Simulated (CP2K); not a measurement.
Chloroacetonitrile has these distinct C atoms: C2 (bonded to C, Cl and 2 H) and C3 (bonded to C and N).

```xyz
6

Cl   -1.3312    1.3798   -0.0378
C    -0.4201   -0.1724    0.0012
C     1.0175    0.0497    0.0020
N     2.1703    0.2103    0.0082
H    -0.7202   -0.7133    0.9064
H    -0.7162   -0.7540   -0.8801
```

Their partial C K spectra (CP2K XAS_TDP, all-electron GAPW, PBEh(45%), aug-pc-1, TDA, GW2X-corrected core level, no relativity) are given in random order, each times the number of alike atoms.

Gaussian full width 0.5 eV, oscillator strength per eV, alike atoms added, rows of zeros left out:

```
E (eV)  curve 1  curve 2
287.75    0.001    0.000
288.00    0.021    0.000
288.25    0.081    0.000
288.50    0.118    0.001
288.75    0.124    0.019
289.00    0.059    0.078
289.25    0.008    0.080
289.50    0.000    0.021
289.75    0.000    0.001
290.75    0.001    0.000
291.00    0.005    0.000
291.25    0.009    0.000
291.50    0.004    0.005
291.75    0.001    0.023
292.00    0.001    0.030
292.25    0.009    0.009
292.50    0.024    0.001
292.75    0.016    0.001
293.00    0.005    0.018
293.25    0.007    0.091
293.50    0.007    0.134
293.75    0.011    0.056
294.00    0.016    0.011
294.25    0.012    0.004
294.50    0.007    0.003
294.75    0.005    0.019
295.00    0.007    0.038
295.25    0.006    0.029
295.50    0.002    0.023
295.75    0.003    0.017
296.00    0.007    0.006
296.25    0.007    0.003
296.50    0.006    0.006
296.75    0.006    0.003
297.00    0.007    0.003
297.25    0.012    0.009
297.50    0.015    0.012
297.75    0.007    0.007
298.00    0.003    0.008
298.25    0.002    0.010
298.50    0.003    0.012
298.75    0.006    0.008
299.00    0.013    0.009
299.25    0.015    0.021
299.50    0.007    0.032
```

**Question.** Which curve belongs to which atom?

Curve 1: C3 (bonded to C and N), leading line at 288.35 eV (f = 0.045 an atom), ionisation energy 293.98 eV, term value 5.63 eV. Curve 2: C2 (bonded to C, Cl and 2 H), leading line at 289.13 eV (f = 0.050 an atom), ionisation energy 294.87 eV, term value 5.74 eV. The leading line of an atom is its first one with 35 % of the strongest within 2.5 eV of its lowest line over the strength cut. A line lies at the core ionisation energy, which rises as an atom loses charge to its neighbours or to a π system, less the term value, which is large for a low π* or σ* orbital with weight on that atom.

[Banner, clock and machine lines of the logs are left out without a mark of their own.]

[Logs are printed without paths, hosts, clocks, repeated set-up lines and the standing remarks that a program may print on its own settings, such as how far it seeks lower states.]

[Hosts, paths, dates, database ids (printed as entryN), source tags and the programs' standing remarks are cut or masked in the printed files.]
